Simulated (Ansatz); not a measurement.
# VBiO4 (Dreyerite): G0W0 under other settings, part 2 of 2

A base run on VBiO4 (Dreyerite), then changed inputs.

Ansatz 0.2.0; G0W0 on r2SCAN, plane waves, PAW; PAW set soft_1. Known limits of the many-body steps: not at the basis limit; no spin polarisation; d states lean on the start; no spin-orbit coupling; coarse k mesh.

So far. Step 2 (The base run: 2×2×2 mesh, 447 empty bands, screening to …): The gap on the mesh goes from 3.17 eV to 4.41 eV, a correction of +1.24 eV. Between the two edge states, bare exchange in place of the xc potential would open the gap by 10.72 eV, and correlation takes back 9.48 eV.

**3. Variant: all filled levels at the zone centre (continued)**

Absolute levels on the run's own zero. QP, by row, the first 40 of 54 rows:

```
k index  band  KS (eV)  Sigma_x (eV)  Sigma_c (eV)  Vxc (eV)       Z  QP linearised (eV)  QP (eV)  source          doubts
      0     1   -60.33        -51.93          15.2    -36.03  0.5921              -61.04   -61.03    root   z_under_floor
      0     2   -60.33        -51.93          15.2    -36.03  0.5919              -61.04   -61.03    root   z_under_floor
      0     3   -33.23        -43.21         10.66    -32.45   0.651              -33.33   -33.33    root                
      0     4   -33.23        -43.21         10.66    -32.45   0.651              -33.33   -33.33    root                
      0     5   -33.09        -43.21         10.62    -32.54  0.6459              -33.14   -33.14    root                
      0     6   -33.09        -43.21         10.62    -32.54  0.6459              -33.14   -33.14    root                
      0     7   -33.09        -43.22         10.62    -32.55  0.6464              -33.14   -33.14    root                
      0     8   -33.09        -43.22         10.62    -32.55  0.6464              -33.14   -33.14    root                
      0     9    -16.4        -43.06         6.102    -34.86  0.7541               -18.6    -18.5    root                
      0    10    -16.4        -43.11         5.996    -34.99  0.7583              -18.62   -18.52    root  energies_apart
      0    11   -16.34        -43.26         5.912    -35.21  0.7621              -18.59   -18.48    root  energies_apart
      0    12   -16.34        -43.26         5.912    -35.21  0.7621              -18.59   -18.48    root  energies_apart
      0    13   -16.33        -43.37         5.851    -35.34  0.7644              -18.65   -18.52    root  energies_apart
      0    14   -16.32        -43.33         6.003    -35.18  0.7566              -18.57   -18.46    root  energies_apart
      0    15   -16.32        -43.37         5.841    -35.34  0.7647              -18.62    -18.5    root  energies_apart
      0    16   -16.32        -43.37         5.841    -35.34  0.7647              -18.62    -18.5    root  energies_apart
      0    17    -16.3        -43.34         5.794    -35.37  0.7663               -18.6   -18.47    root  energies_apart
      0    18   -16.28        -43.39         5.789    -35.43  0.7663              -18.58   -18.45    root  energies_apart
      0    19   -12.41        -32.27         10.02    -22.24  0.6255              -12.41   -12.41    root                
      0    20   -11.36        -33.66         9.782    -23.83  0.6592               -11.4    -11.4    root                
      0    21   -11.36        -33.66         9.782    -23.83  0.6592               -11.4    -11.4    root                
      0    22   -11.31        -34.13         9.749    -24.28  0.6509              -11.41   -11.41    root                
      0    23   -11.22        -33.91         9.646    -24.18  0.6641              -11.31   -11.31    root                
      0    24    -11.1         -34.1         9.687    -24.36   0.658              -11.16   -11.16    root                
      0    25    -11.1         -34.1         9.687    -24.36   0.658              -11.16   -11.16    root                
      0    26   -10.94        -34.41         9.524    -24.77  0.6662              -11.07   -11.07    root                
      0    27   -3.654         -22.1         4.659    -16.98  0.7344              -4.127   -4.124    root                
      0    28   -2.514        -22.94         4.154    -18.25  0.7705              -3.063   -3.046    root                
      0    29    1.329        -22.52         5.112    -17.25  0.6486               1.168    1.169    root                
      0    30    1.623        -25.15         4.816    -20.31  0.6843               1.596    1.596    root                
      0    31    1.623        -25.15         4.816    -20.31  0.6843               1.596    1.596    root                
      0    32    2.446        -25.64         4.649    -21.02  0.6964               2.467    2.467    root                
      0    33    2.446        -25.64         4.649    -21.02  0.6964               2.467    2.467    root                
      0    34     2.63        -23.41         5.064    -18.14  0.6618               2.419     2.42    root                
      0    35    2.916        -24.87         4.435     -20.4  0.6879               2.886    2.886    root                
      0    36    3.075        -25.74         4.348    -21.41  0.7054               3.093    3.093    root                
      0    37    3.203        -26.52         4.662    -21.85  0.7119               3.201    3.201    root                
      0    38    3.235        -23.03         4.959    -17.79  0.6965               2.949    2.952    root                
      0    39    3.235        -23.03         4.959    -17.79  0.6965               2.949    2.952    root                
      0    40    3.721        -24.62         4.157    -20.35  0.7181               3.611    3.611    root
```

Against the base:

```csv
setting,base,variant
empty bands,447,398
screening cutoff (eV),108,100
levels asked,v4 to c4,lowest to c2
points asked,band edges,"[[0, 0, 0]]"
```

**4. Variant: larger pair-density box**

File input.yaml:

```yaml
crystal:
  lattice:
    - [-3.6515, 3.6515, 3.292]
    - [3.6515, -3.6515, 3.292]
    - [3.6515, 3.6515, -3.292]
  atoms:
    - { symbol: V, position: [0.5, 0.5, 0.0] }
    - { symbol: V, position: [0.25, 0.75, 0.5] }
    - { symbol: Bi, position: [0.75, 0.25, 0.5] }
    - { symbol: Bi, position: [0.0, 0.0, 0.0] }
    - { symbol: O, position: [0.152062534, 0.3328889632, 0.8191735708] }
    - { symbol: O, position: [0.0828889632, 0.7637153925, 0.6808264292] }
    - { symbol: O, position: [0.5137153925, 0.3328889632, 0.1808264292] }
    - { symbol: O, position: [0.0828889632, 0.402062534, 0.3191735708] }
    - { symbol: O, position: [0.597937466, 0.9171110368, 0.6808264292] }
    - { symbol: O, position: [0.6671110368, 0.847937466, 0.1808264292] }
    - { symbol: O, position: [0.2362846075, 0.9171110368, 0.3191735708] }
    - { symbol: O, position: [0.6671110368, 0.4862846075, 0.8191735708] }
kpoints:
  mp_grid: { grid: [2, 2, 2] }
hamiltonian:
  xc: r2scan
  pseudopotentials: { kind: paw, azcp: { folder: soft_1 } }
scf:
  occupations: { method: fixed }
gw:
  n_empty_bands: 398
  ecut_chi: 100
  qp_bands: [v4, c4]
  qp_kpoints: band_edges
  screening: { model: contour_deformation }
  ecutfock_ratio: 2
```

Started as:

```console
$ ansatz run input.yaml --threads 3 --pin off --max-ram 92160MiB --backend cuda --events-out ev --progress --plain --runs-dir out --devices 1 --max-vram 13GiB
```

Numbers of over 12 decimals in the logs are rounded to 6 here.

Output:

```text
GPUs: using 1 of 1 available (devices: 1).
[...]
GPU FFT provider: cuFFT
GPU libraries: cuBLAS 13.8.2, cuFFT 12.4.0, cuSOLVER 12.3.4
Crystal: 12 atoms, lattice volume = 175.575 Å³
Basis set: ecut = 500 eV, 4449 PW (Γ), exchange–correlation on 180×180×180 points (64 copies of the dense FFT grid, shifted against one another)
Bands: 64, of which v1, the nominal top of the filled ones, is band 52 counted from 1 (51 counted from 0)
Symmetry: 16 space group operations
[...]
k-points: 4 of 8
[...]
GPU buffer pool allocated for 91125 grid points (all kernels)
[...]
SCF iter   1: F=—  HF=-35215.676901 eV  |F-HF|=—  |Δ(HF+E_count)|=         —  Δρ=6.66e-2  dr2=1.36e1  dr2_τ=9.56e-1  ethr=3.10e-3  ⟨swp⟩=4.0  Hψ=801  notcnv=0  defer=33
[...]
SCF iter  10: F=-35213.966160 eV  HF=-35213.966160 eV  |F-HF|=9.52e-9  |Δ(HF+E_count)|=   6.30e-8  Δρ=2.65e-6  dr2=1.80e-8  dr2_τ=4.99e-10  ethr=9.62e-11  ⟨swp⟩=9.5  Hψ=870  notcnv=0
SCF 1 converged in 10 iterations: F = -35213.966160 eV  dr2 = 1.80e-8
[...]
G₀W₀ screening: q 1/4
[... further progress lines ...]
[...]
SCF converged after 10 iterations
Free energy (F): -35213.966160 eV
[...]
Internal energy: -35213.966160 eV  (E = F + TS)
E sigma→0 (E₀):  -35213.966160 eV
Fermi energy:    5.923816 eV
[...]
--- Band table (eV) ---
  k-point 0: bands = [... 48 lower, 5.2528, 5.4221, 5.4221, 5.6500, 9.4635, 9.9989, 10.0320, 10.0450, ... 8 higher]
  k-point 1: bands = [... 48 lower, 5.3319, 5.3319, 5.5599, 5.5599, 9.6379, 9.6379, 9.9438, 9.9438, ... 8 higher]
  k-point 2: bands = [... 48 lower, 5.1046, 5.3458, 5.5009, 5.9238, 9.0913, 9.6107, 9.6833, 9.8533, ... 8 higher]
  k-point 3: bands = [... 48 lower, 5.1685, 5.1685, 5.3958, 5.3958, 9.8024, 9.8024, 9.9135, 9.9135, ... 8 higher]
[...]
0    49      5.2528   -25.3009     4.8564   -20.3863  0.7196     5.1946     5.1947  root
     0    50      5.4221   -25.5855     4.6083   -20.9905  0.7256     5.4353     5.4353  root
     0    51      5.4221   -25.5855     4.6083   -20.9905  0.7256     5.4353     5.4353  root
     0    52      5.6500   -25.6640     4.7677   -20.8807  0.7234     5.6345     5.6345  root
     0    53      9.4635   -15.7921    -6.2361   -23.4237  0.7202    10.8992    10.8590  root
     0    54      9.9989   -17.0520    -6.0179   -24.5624  0.7075    11.5428    11.4914  root
     0    55     10.0320   -16.8187    -6.1512   -24.4166  0.7083    11.5300    11.4787  root
     0    56     10.0450   -14.4967    -5.4192   -21.1214  0.7478    11.2760    11.2503  root
[...]
3    53      9.8024   -15.9819    -5.6741   -22.9732  0.7269    11.1555    11.1196  root
     3    54      9.8024   -15.9819    -5.6741   -22.9732  0.7269    11.1555    11.1196  root
     3    55      9.9135   -14.3652    -4.9651   -20.4471  0.7664    11.0491    11.0302  root
     3    56      9.9135   -14.3652    -4.9651   -20.4471  0.7664    11.0491    11.0302  root
```

It took 19 s on 1 × NVIDIA H100 80GB HBM3 (shared by 6 runs) with 3 threads of AMD EPYC 7R13 (Zen 3), shared host; peak memory 1.6 GiB; 18 s of CPU time.

The G0W0 gap on the mesh is 4.407 eV.

Against the base:

| setting | base | variant |
| --- | --- | --- |
| empty bands | 447 | 398 |
| screening cutoff (eV) | 108 | 100 |
| ecutfock ratio | - | 2 |

```
                                    quantity  variant   base
                    starting gap on the mesh    3.167  3.167
                        G0W0 gap on the mesh    4.407  4.406
least direct G0W0 gap on the computed points    4.407  4.406
                        Z at the valence top    0.750  0.749
                  Z at the conduction bottom    0.736  0.735
```

**5. Outcome**

* base: 4.41 eV, 13 s
* all filled levels at the zone centre: direct gap at the listed points 5.22 eV, 21 s
* larger pair-density box: 4.41 eV, 19 s

What this shows: All filled levels at the zone centre: only the listed points were computed; the least direct gap there is 5.22 eV, with empty bands, screening cutoff, levels asked and points asked changed against the base. Larger pair-density box: the gap moves by +0.001 eV. The variant differs from the base in empty bands, screening cutoff and ecutfock ratio together, so the change can't be laid to one of them. All runs here use a coarse mesh and modest cutoffs; they test settings and are not final values. The 2×2×2 mesh is coarse for this cell (its supercell is 12 Å along the shortest edge). The RPA ε∞ on it, from the r2SCAN start, is 4.56 and 5.96; such meshes misread the long-range screening, most where the gap is narrow. Where an edge is built on 6p states of lead, bismuth or thallium, scalar-relativistic gaps usually stand too wide, by a few tenths to over one eV. The runs have no spin polarisation. For a closed low-spin shell that is the natural state; where a d or f shell is open it is a constraint, and the gap is then not the crystal's own. With d states at the gap, one-shot GW leans hard on its start. The many-body steps are scalar-relativistic: spin-orbit coupling is not in them.

[Paths, hosts, dates, memory and timing lines, banners, echoed tables and standing remarks are left out of the program output.]

[Logs are printed without paths, hosts, clocks, repeated set-up lines and the standing remarks that a program may print on its own settings, such as how far it seeks lower states.]

[Runs of the session that timed out or met a known fault of the program may be left out.]

[Cells called generated may have been cut or substituted from an entry of the Crystallography Open Database or the Materials Project.]

[Hosts, paths, dates, database ids (printed as entryN), source tags and the programs' standing remarks are cut or masked in the printed files.]
